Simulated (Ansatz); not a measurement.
**How SrHF (model structure) absorbs and reflects light**

Aim: the dielectric function of SrHF (model structure), and the optical constants that follow from it. The structure is a model built here, which may or may not match a known phase. It was built so: All Ca replaced by Sr and Cl replaced by F in the P4/nmm structure of CaHCl.

Calculated with Ansatz 0.2.0; DFT, PBE, plane-wave PAW, default files, scalar-relativistic, independent-particle optical response without local fields.

**1. The starting structure**

Symmetry: P4/nmm, No. 129, tetragonal system. Conventional cell: a = 3.559 Å, b = 3.559 Å, c = 6.341 Å, α = 90.00°, β = 90.00°, γ = 90.00°. Nearest to Sr lie 4 H at 2.01 Å and 5 F at 2.71 to 2.86 Å. Nearest to F lie 4 H at 2.63 Å and 5 Sr at 2.71 to 2.86 Å. Nearest to H lie 4 Sr at 2.01 Å. All Ca replaced by Sr and Cl replaced by F in the P4/nmm structure of CaHCl. Farther neighbours and most contacts between anions are not listed.

**2. Relaxation**

The structure was built or cut out here, so it is relaxed before any spectrum is computed.

This step: DFT, PBE, plane-wave PAW, default files, scalar-relativistic, relaxation (Ansatz 0.2.0).

Input file input.yaml:

```yaml
crystal:
  lattice:
    - [3.55937087, 0.0, 0.0]
    - [0.0, 3.55937087, 0.0]
    - [0.0, 0.0, 6.34142913]
  atoms:
    - { symbol: Sr, position: [0.5, 0.0, 0.854] }
    - { symbol: Sr, position: [0.0, 0.5, 0.146] }
    - { symbol: F, position: [0.5, 0.0, 0.305] }
    - { symbol: F, position: [0.0, 0.5, 0.695] }
    - { symbol: H, position: [0.5, 0.5, 0.0] }
    - { symbol: H, position: [0.0, 0.0, 0.0] }
kpoints:
  mp_grid: { grid: [6, 6, 4] }
scf:
  occupations: { method: fermi_dirac, width: 0.05 }
hamiltonian:
  xc: pbe
  pseudopotentials: { kind: paw }
output:
  forces: true
  stress: true
relax:
  f_tol: 0.02
  max_steps: 50
  cell: {}
```

Launch:

```bash
$ ansatz run input.yaml --threads 2 --pin off --max-ram 5120MiB --backend cpu --events-out ev --progress --plain --runs-dir out
```

Numbers of over 12 decimals in the logs are rounded to 6 here.

What it wrote:

```text
Engine: ansatz 0.2.0, aarch64-unknown-linux-gnu
Pseudopotentials: kind: paw
Pseudopotential: Sr, paw, valence charge 10, recommended cutoff 420 eV (normal), Sr.paw.azcp
Pseudopotential: F, paw, valence charge 7, recommended cutoff 420 eV (normal), F.paw.azcp
Pseudopotential: H, paw, valence charge 1, recommended cutoff 420 eV (normal), H.paw.azcp
Functional definition: PBE
  parameter kappa = 0.804
  parameter beta = 0.066725
  exchange = pbe_x(kappa = kappa, mu = beta*pi^2/3)
  correlation = pbe_c(beta = beta)
Crystal: 6 atoms, lattice volume = 80.340 Å³
Basis set: ecut = 420 eV, 1545 PW (Γ), exchange–correlation on 48×48×90 points (8 copies of the dense FFT grid, shifted against one another)
Bands: 24, of which v1, the nominal top of the filled ones, is band 18 counted from 1 (17 counted from 0)
Symmetry: 16 space group operations
Space group: P4/nmm (ITA 129), of the structure as read, at distance tolerance 4.3e-5 Å
k-points: 30 of 144
Non-local potential: Sr, projectors of the file, l = 0: 3, l = 1: 2, l = 2: 2
Non-local potential: F, projectors of the file, l = 0: 2, l = 1: 2, l = 2: 1
Non-local potential: H, projectors of the file, l = 0: 2, l = 1: 1
PAW form: soft (Blöchl's): semilocal exchange-correlation on the pseudo side does not see the compensation charge
PAW one-centre angular grid: Sr, 110 points (default); XC on 64 Gauss nodes
PAW one-centre angular grid: F, 110 points (default); XC on 64 Gauss nodes
PAW one-centre angular grid: H, 110 points (default); XC on 64 Gauss nodes
Initial density: superposition of atomic densities (neutral atoms: chi_scale 0, normalization atom), corrected by the library's trained network
Initial wavefunctions: pseudopotential atomic-orbital guess
Functional: x = pbe(κ = 0.804, μ = 0.219515), c = pbe(β = 0.066725)
SCF iter   1: F=—  HF=-8740.456229 eV  |F-HF|=—  |Δ(HF+E_count)|=         —  Δρ=3.42e-3  dr2=6.30e-3  ethr=1.77e-3  ⟨swp⟩=10.9  Hψ=4702  notcnv=0
preconditioner: auto → none  [insulator: Δε(μ)=5.002 eV  Ē_g=15.937 eV  σ=0.050 eV  W_gap=1.00  n_scr=16 (ndim 8)  ℏωp=23.4 eV  f_vac=0.139  D(μ)=0.00/eV (n_scr^D=0)  ε∞_Penn≈3.2]
SCF iter   2: F=—  HF=-8740.459675 eV  |F-HF|=—  |Δ(HF+E_count)|=   3.45e-3  Δρ=1.84e-3  dr2=1.78e-3  ethr=1.75e-5  ⟨swp⟩=2.9  Hψ=1672  notcnv=0  defer=32
SCF iter   3: F=—  HF=-8740.460237 eV  |F-HF|=—  |Δ(HF+E_count)|=   5.62e-4  Δρ=1.24e-3  dr2=7.15e-4  ethr=4.94e-6  ⟨swp⟩=2.0  Hψ=1152  notcnv=0  defer=32
SCF iter   4: F=—  HF=-8740.460308 eV  |F-HF|=—  |Δ(HF+E_count)|=   7.15e-5  Δρ=2.37e-4  dr2=2.30e-5  ethr=1.99e-6  ⟨swp⟩=2.0  Hψ=1005  notcnv=0  defer=32
SCF iter   5: F=—  HF=-8740.460567 eV  |F-HF|=—  |Δ(HF+E_count)|=   2.59e-4  Δρ=6.63e-5  dr2=1.42e-6  ethr=6.38e-8  ⟨swp⟩=2.0  Hψ=1196  notcnv=0  defer=32
SCF iter   6: F=—  HF=-8740.460569 eV  |F-HF|=—  |Δ(HF+E_count)|=   1.66e-6  Δρ=2.02e-5  dr2=1.55e-7  ethr=3.95e-9  ⟨swp⟩=2.6  Hψ=1224  notcnv=0  defer=32
SCF iter   7: F=-8740.460569 eV  HF=-8740.460569 eV  |F-HF|=5.91e-10  |Δ(HF+E_count)|=   1.14e-7  Δρ=2.16e-6  dr2=1.82e-9  ethr=2.78e-10  ⟨swp⟩=5.0  Hψ=2715  notcnv=0
SCF 1 converged in 7 iterations: F = -8740.460569 eV  dr2 = 1.82e-9
  greatest PAW one-centre occupation: 0.987 electrons in one spin orbital (limit 2), on the Sr atom at site 1 (counted from 0), in its partial waves of l = 0
relax step   1: F+E_penalty+E_count = -8740.46056913 eV  Δ(F+E_penalty+E_count) = +0.000e0 eV  max|allowed force component| = 6.067e0 eV/Å  Δτ_max = 0.0000 Å  P = +21.797 GPa  Ω = 80.340 Å³  (7 SCF iters, dr2 threshold 1.00e-7 eV, accepted)
Crystal: 6 atoms, lattice volume = 84.915 Å³
Basis set: ecut = 420 eV, 1653 PW (Γ), exchange–correlation on 48×48×90 points (8 copies of the dense FFT grid, shifted against one another)
Initial density: handed on by an earlier stage of this run
Initial wavefunctions: those handed on with the density
SCF iter   1: F=—  HF=-8743.456248 eV  |F-HF|=—  |Δ(HF+E_count)|=         —  Δρ=3.22e-2  dr2=1.91e0  ethr=3.10e-3  ⟨swp⟩=8.7  Hψ=4077  notcnv=0
preconditioner: auto → none  [insulator: Δε(μ)=3.360 eV  Ē_g=16.114 eV  σ=0.050 eV  W_gap=1.00  n_scr=16 (ndim 8)  ℏωp=22.8 eV  f_vac=0.091  D(μ)=0.00/eV (n_scr^D=0)  ε∞_Penn≈3.0]
SCF iter   2: F=—  HF=-8742.846773 eV  |F-HF|=—  |Δ(HF+E_count)|=   6.09e-1  Δρ=1.70e-2  dr2=2.06e-1  ethr=3.10e-3  ⟨swp⟩=4.4  Hψ=1729  notcnv=0  defer=46
SCF iter   3: F=—  HF=-8742.792292 eV  |F-HF|=—  |Δ(HF+E_count)|=   5.45e-2  Δρ=5.86e-3  dr2=1.75e-2  ethr=5.73e-4  ⟨swp⟩=3.0  Hψ=1401  notcnv=0  defer=45
SCF iter   4: F=—  HF=-8742.789895 eV  |F-HF|=—  |Δ(HF+E_count)|=   2.40e-3  Δρ=2.62e-3  dr2=2.22e-3  ethr=4.85e-5  ⟨swp⟩=2.1  Hψ=1107  notcnv=0  defer=45
SCF iter   5: F=—  HF=-8742.790580 eV  |F-HF|=—  |Δ(HF+E_count)|=   6.85e-4  Δρ=5.58e-4  dr2=1.19e-4  ethr=6.16e-6  ⟨swp⟩=2.6  Hψ=1188  notcnv=0  defer=45
SCF iter   6: F=—  HF=-8742.791100 eV  |F-HF|=—  |Δ(HF+E_count)|=   5.20e-4  Δρ=7.28e-5  dr2=1.99e-6  ethr=3.30e-7  ⟨swp⟩=2.0  Hψ=1023  notcnv=0  defer=45
SCF iter   7: F=-8742.791103 eV  HF=-8742.791103 eV  |F-HF|=1.00e-7  |Δ(HF+E_count)|=   3.18e-6  Δρ=1.52e-5  dr2=9.23e-8  ethr=1.67e-9  ⟨swp⟩=5.0  Hψ=2877  notcnv=0
SCF 2 converged in 7 iterations: F = -8742.791103 eV  dr2 = 9.23e-8
relax step   2: F+E_penalty+E_count = -8742.79110347 eV  Δ(F+E_penalty+E_count) = -2.331e0 eV  max|allowed force component| = 3.225e0 eV/Å  Δτ_max = 0.1990 Å  P = +9.809 GPa  Ω = 84.915 Å³  energy of the carried Pulay correction = -9.954e-3 eV  (7 SCF iters, dr2 threshold 6.00e-7 eV, accepted)
Crystal: 6 atoms, lattice volume = 86.732 Å³
Basis set: ecut = 420 eV, 1701 PW (Γ), exchange–correlation on 48×48×90 points (8 copies of the dense FFT grid, shifted against one another)
iter 1 solved again at ethr=2.59e-3 eV; its pass at ethr=3.10e-3 eV (dr2=9.33e-1 eV) is discarded
SCF iter   1: F=—  HF=-8744.081583 eV  |F-HF|=—  |Δ(HF+E_count)|=         —  Δρ=2.54e-2  dr2=9.10e-1  ethr=2.59e-3  ⟨swp⟩=1.0  Hψ=4931  notcnv=0
preconditioner: auto → none  [insulator: Δε(μ)=2.911 eV  Ē_g=16.101 eV  σ=0.050 eV  W_gap=1.00  n_scr=16 (ndim 8)  ℏωp=22.6 eV  f_vac=0.039  D(μ)=0.00/eV (n_scr^D=0)  ε∞_Penn≈3.0]
SCF iter   2: F=—  HF=-8743.802450 eV  |F-HF|=—  |Δ(HF+E_count)|=   2.79e-1  Δρ=9.18e-3  dr2=6.70e-2  ethr=2.53e-3  ⟨swp⟩=3.9  Hψ=1556  notcnv=0
SCF iter   3: F=—  HF=-8743.782679 eV  |F-HF|=—  |Δ(HF+E_count)|=   1.98e-2  Δρ=4.31e-3  dr2=7.19e-3  ethr=1.86e-4  ⟨swp⟩=3.0  Hψ=1413  notcnv=0  defer=45
SCF iter   4: F=—  HF=-8743.783279 eV  |F-HF|=—  |Δ(HF+E_count)|=   6.00e-4  Δρ=2.35e-3  dr2=2.32e-3  ethr=2.00e-5  ⟨swp⟩=2.0  Hψ=1262  notcnv=0  defer=45
SCF iter   5: F=—  HF=-8743.783160 eV  |F-HF|=—  |Δ(HF+E_count)|=   1.19e-4  Δρ=5.05e-4  dr2=9.94e-5  ethr=6.46e-6  ⟨swp⟩=2.0  Hψ=972  notcnv=0  defer=45
SCF iter   6: F=—  HF=-8743.783895 eV  |F-HF|=—  |Δ(HF+E_count)|=   7.35e-4  Δρ=7.68e-5  dr2=8.54e-6  ethr=2.76e-7  ⟨swp⟩=2.1  Hψ=1104  notcnv=0  defer=45
SCF iter   7: F=-8743.783894 eV  HF=-8743.783894 eV  |F-HF|=7.24e-8  |Δ(HF+E_count)|=   5.91e-7  Δρ=1.82e-5  dr2=2.69e-7  ethr=1.67e-9  ⟨swp⟩=3.9  Hψ=3265  notcnv=0
SCF 3 converged in 7 iterations: F = -8743.783894 eV  dr2 = 2.69e-7
relax step   3: F+E_penalty+E_count = -8743.78389430 eV  Δ(F+E_penalty+E_count) = -9.928e-1 eV  max|allowed force component| = 1.132e0 eV/Å  Δτ_max = 0.1944 Å  P = +3.400 GPa  Ω = 86.732 Å³  energy of the carried Pulay correction = -1.376e-2 eV  (7 SCF iters, dr2 threshold 6.00e-7 eV, accepted)
[... from here on, the SCF cycles and remarks between the steps are left out ...]
relax step   4: F+E_penalty+E_count = -8744.21009344 eV  Δ(F+E_penalty+E_count) = -4.262e-1 eV  max|allowed force component| = 5.182e-1 eV/Å  Δτ_max = 0.1949 Å  P = +1.144 GPa  Ω = 85.584 Å³  energy of the carried Pulay correction = -1.136e-2 eV  (7 SCF iters, dr2 threshold 6.00e-7 eV, accepted)
relax step   5: F+E_penalty+E_count = -8744.30344270 eV  Δ(F+E_penalty+E_count) = -9.335e-2 eV  max|allowed force component| = 4.545e-1 eV/Å  Δτ_max = 0.1950 Å  P = +1.694 GPa  Ω = 85.428 Å³  energy of the carried Pulay correction = -1.104e-2 eV  (7 SCF iters, dr2 threshold 6.00e-7 eV, accepted)
relax step   6: F+E_penalty+E_count = -8744.30256613 eV  Δ(F+E_penalty+E_count) = +8.766e-4 eV  max|allowed force component| = 3.750e-1 eV/Å  Δτ_max = 0.0666 Å  P = -1.552 GPa  Ω = 89.940 Å³  energy of the carried Pulay correction = -2.028e-2 eV  (7 SCF iters, dr2 threshold 6.00e-7 eV, accepted)
relax step   7: F+E_penalty+E_count = -8744.33273530 eV  Δ(F+E_penalty+E_count) = -3.017e-2 eV  max|allowed force component| = 3.197e-2 eV/Å  Δτ_max = 0.0287 Å  P = -0.052 GPa  Ω = 87.331 Å³  energy of the carried Pulay correction = -1.499e-2 eV  (6 SCF iters, dr2 threshold 6.00e-7 eV, accepted)
relax step   8: F+E_penalty+E_count = -8744.33315183 eV  Δ(F+E_penalty+E_count) = -4.165e-4 eV  max|allowed force component| = 8.952e-3 eV/Å  Δτ_max = 0.0041 Å  P = -0.042 GPa  Ω = 87.384 Å³  energy of the carried Pulay correction = -1.510e-2 eV  (5 SCF iters, dr2 threshold 2.67e-7 eV, accepted)
relax step   9: F+E_penalty+E_count = -8744.33331632 eV  Δ(F+E_penalty+E_count) = -1.645e-4 eV  max|allowed force component| = 6.388e-3 eV/Å  Δτ_max = 0.0012 Å  P = +0.022 GPa  Ω = 87.316 Å³  energy of the carried Pulay correction = -1.496e-2 eV  (5 SCF iters, dr2 threshold 2.57e-8 eV, accepted)
relax step  10: F+E_penalty+E_count = -8744.35917067 eV  Δ(F+E_penalty+E_count) = -2.585e-2 eV  max|allowed force component| = 6.189e-3 eV/Å  Δτ_max = 0.0000 Å  P = +0.519 GPa  Ω = 87.316 Å³  stress off target by 6.17e-1 GPa  SCF on the basis re-selected at this cell (its energy is not comparable with the rows above)  (7 SCF iters)
relax step  11: F+E_penalty+E_count = -8744.35927476 eV  Δ(F+E_penalty+E_count) = -1.041e-4 eV  max|allowed force component| = 8.596e-3 eV/Å  Δτ_max = 0.0008 Å  P = +0.047 GPa  Ω = 88.179 Å³  energy of the carried Pulay correction = -1.738e-3 eV  (5 SCF iters, dr2 threshold 6.00e-7 eV, accepted)
relax step  12: F+E_penalty+E_count = -8744.36120623 eV  Δ(F+E_penalty+E_count) = -1.931e-3 eV  max|allowed force component| = 8.473e-3 eV/Å  Δτ_max = 0.0000 Å  P = +0.060 GPa  Ω = 88.179 Å³  stress off target by 7.04e-2 GPa  SCF on the basis re-selected at this cell (its energy is not comparable with the rows above)  (6 SCF iters)
relax step  13: F+E_penalty+E_count = -8744.36099147 eV  Δ(F+E_penalty+E_count) = +2.148e-4 eV  max|allowed force component| = 1.989e-3 eV/Å  Δτ_max = 0.0028 Å  P = -0.000 GPa  Ω = 88.315 Å³  energy of the carried Pulay correction = -2.626e-4 eV  (5 SCF iters, dr2 threshold 1.24e-8 eV, accepted)
iter 1 solved again at ethr=6.10e-6 eV; its pass at ethr=3.10e-3 eV (dr2=2.20e-3 eV) is discarded
SCF iter   1: F=—  HF=-8744.361438 eV  |F-HF|=—  |Δ(HF+E_count)|=         —  Δρ=2.49e-5  dr2=3.67e-8  ethr=6.10e-6  ⟨swp⟩=3.5  Hψ=6326  notcnv=0
eigensolver tolerance schedule: the retry pair's looser diagonalisation over-reported the residual by 59891.20 of it (diagonalisation noise at an unbounded share of the residual, at the tolerance the schedule requests for it); recorded, not acted on — ethr = c·dr2/N_el stays at c = 1.0e-1
preconditioner: auto → none  [insulator: Δε(μ)=3.159 eV  Ē_g=14.428 eV  σ=0.050 eV  W_gap=1.00  n_scr=16 (ndim 8)  ℏωp=20.9 eV  f_vac=0.011  D(μ)=0.00/eV (n_scr^D=0)  ε∞_Penn≈3.1]
SCF iter   2: F=—  HF=-8744.361279 eV  |F-HF|=—  |Δ(HF+E_count)|=   1.58e-4  Δρ=1.22e-5  dr2=1.15e-8  ethr=1.02e-10  ⟨swp⟩=4.0  Hψ=2042  notcnv=0
SCF iter   3: F=—  HF=-8744.361281 eV  |F-HF|=—  |Δ(HF+E_count)|=   1.43e-6  Δρ=5.93e-6  dr2=2.41e-9  ethr=3.20e-11  ⟨swp⟩=2.3  Hψ=1080  notcnv=0
SCF iter   4: F=—  HF=-8744.361281 eV  |F-HF|=—  |Δ(HF+E_count)|=   4.04e-7  Δρ=2.01e-6  dr2=2.23e-9  ethr=6.70e-12  ⟨swp⟩=2.0  Hψ=1194  notcnv=0
SCF iter   5: F=-8744.361281 eV  HF=-8744.361281 eV  |F-HF|=1.76e-10  |Δ(HF+E_count)|=   1.69e-9  Δρ=1.57e-7  dr2=4.11e-12  ethr=1.00e-12  ⟨swp⟩=4.1  Hψ=3311  notcnv=0
SCF 14 converged in 5 iterations: F = -8744.361281 eV  dr2 = 4.11e-12
relax step  14: F+E_penalty+E_count = -8744.36128109 eV  Δ(F+E_penalty+E_count) = -2.896e-4 eV  max|allowed force component| = 1.968e-3 eV/Å  Δτ_max = 0.0000 Å  P = +0.001 GPa  Ω = 88.315 Å³  stress off target by 5.31e-3 GPa  SCF on the basis re-selected at this cell (its energy is not comparable with the rows above)  (5 SCF iters)
basis re-selected at this cell: Δ(F+E_penalty+E_count) = -2.896e-4 eV, ΔP = +0.001 GPa vs the last step (what re-selecting the basis moved, of the pressure what is left beyond the Pulay correction that the steps carried, after the strain that the cell walked since its last selection, with what the two solves' SCF thresholds leave and, on support functions, any second-order correction that the steps lacked; it is no m [...]
SCF converged after 5 iterations
Free energy (F): -8744.361281 eV
Harris-Foulkes:  -8744.361281 eV  (|F-HF|=1.76e-10)
Internal energy: -8744.361281 eV  (E = F + TS)
E sigma→0 (E₀):  -8744.361281 eV
Fermi energy:    7.669751 eV
--- Per-component energies (eV) ---
  E_band       = -244.304799
  E_kinetic    = 933.161890
  E_local      = -2502.013591  (includes V_loc(G=0)·N_el)
  E_nonlocal   = 553.366787
  E_hartree    = 770.601966
  E_xc         = -527.351806
  E_vxc        = -555.857175  (∫ρ·V_xc dr)
  E_paw        = -5790.906945  (= ΣΔE_a)
  E_vpaw       = -214.168225  (= ΣTr[D̂ρ^β])
  E_aug_tail   = 0.001599  (compensation charges beyond the density's cutoff)
  E_ewald      = -2181.221181
  E_smearing   = -0.000000  (= −TS)
  E_closure    = 0.000000  (closes the sum)
  Σ components = -8744.361281   (vs F -8744.361281, Δ=0.00e0)
--- Forces (eV/Å), atoms counted from 1 ---
  atom   1  Sr     0.00000000     0.00000000     0.00059958
  atom   2  Sr     0.00000000     0.00000000    -0.00059958
  atom   3  F      0.00000000     0.00000000    -0.00196758
  atom   4  F      0.00000000     0.00000000     0.00196758
  atom   5  H      0.00000000     0.00000000     0.00000000
  atom   6  H      0.00000000     0.00000000    -0.00000000
  max |Σ_I F_I| component: 2.71e-20 eV/Å
--- Stress (GPa, compression-positive) ---
        0.004691       0.000000       0.000000
        0.000000       0.004691       0.000000
        0.000000       0.000000      -0.005306
  P = ⅓ Tr σ = 0.0014 GPa (0.014 kbar)
--- Relaxed structure (11 steps of the walk, 11 accepted, 3 SCFs on fresh bases) ---
  F+E_penalty+E_count = -8744.36128109 eV   max|allowed force component| = 1.968e-3 eV/Å   (the final SCF, on the basis selected at the relaxed cell)
  cell:  # Å, volume = 88.3146 Å³
    - [3.724649, 0, 0.0]
    - [0, 3.724649, 0.0]
    - [0.0, 0.0, 6.365931]
  atoms:
    - { symbol: Sr, position: [0.5, 0, 0.761338] }
    - { symbol: Sr, position: [0, 0.5, 0.238662] }
    - { symbol: F, position: [0.5, 0, 0.366222] }
    - { symbol: F, position: [0, 0.5, 0.633778] }
    - { symbol: H, position: [0.5, 0.5, 7.280526449985637e-19] }
    - { symbol: H, position: [0, 0, 7.280526449985634e-19] }
```

Wall time 23 s (2 threads of Arm Neoverse V1, shared host); peak memory 0.36 GiB.

The steps of the relaxation:

```
step  energy less that of the first step (eV)  largest force component (eV/Å)  pressure (GPa)  volume (Å³)
   1                                   0.0000                          6.0667           21.80        80.34
   2                                  -2.3305                          3.2250            9.81        84.92
   3                                  -3.3233                          1.1321            3.40        86.73
   4                                  -3.7495                          0.5181            1.14        85.58
   5                                  -3.8429                          0.4545            1.69        85.43
   6                                  -3.8420                          0.3750           -1.55        89.94
   7                                  -3.8722                          0.0320           -0.05        87.33
   8                                  -3.8726                          0.0090           -0.04        87.38
   9                                  -3.8727                          0.0064            0.02        87.32
 10*                                  -3.8986                          0.0062            0.52        87.32
  11                                  -3.8987                          0.0086            0.05        88.18
 12*                                  -3.9006                          0.0085            0.06        88.18
  13                                  -3.9004                          0.0020            0.00        88.31
 14*                                  -3.9007                          0.0020            0.00        88.31
```

Relaxation steps marked * repeat the geometry before them on a plane-wave basis chosen anew for their cell, so energy and pressure can jump there.

The run keeps the 16 symmetry operations that it works with, so distortions that break them were not tested.

```
conventional cell, symmetrised  before  after  change
                         a (Å)   3.559  3.725  +4.6 %
                         b (Å)   3.559  3.725  +4.6 %
                         c (Å)   6.341  6.366  +0.4 %
              volume (Å³/atom)   13.39  14.72  +9.9 %
```

The atoms that moved most (Å, as changes of fractional coordinates times the final cell):

```
atom     dx     dy      dz  length
 Sr2  0.000  0.000   0.590   0.590
 Sr1  0.000  0.000  -0.590   0.590
  F3  0.000  0.000   0.390   0.390
  F4  0.000  0.000  -0.390   0.390
```

The relaxation ends with a largest force component of 0.0020 eV/Å and a pressure of 0.00 GPa.

(Continued in part 2 of 3.)

[Logs are printed without paths, hosts, clocks, repeated set-up lines and the standing remarks that a program may print on its own settings, such as how far it seeks lower states.]

[Hosts, paths, dates, database ids (printed as entryN), source tags and the programs' standing remarks are cut or masked in the printed files.]
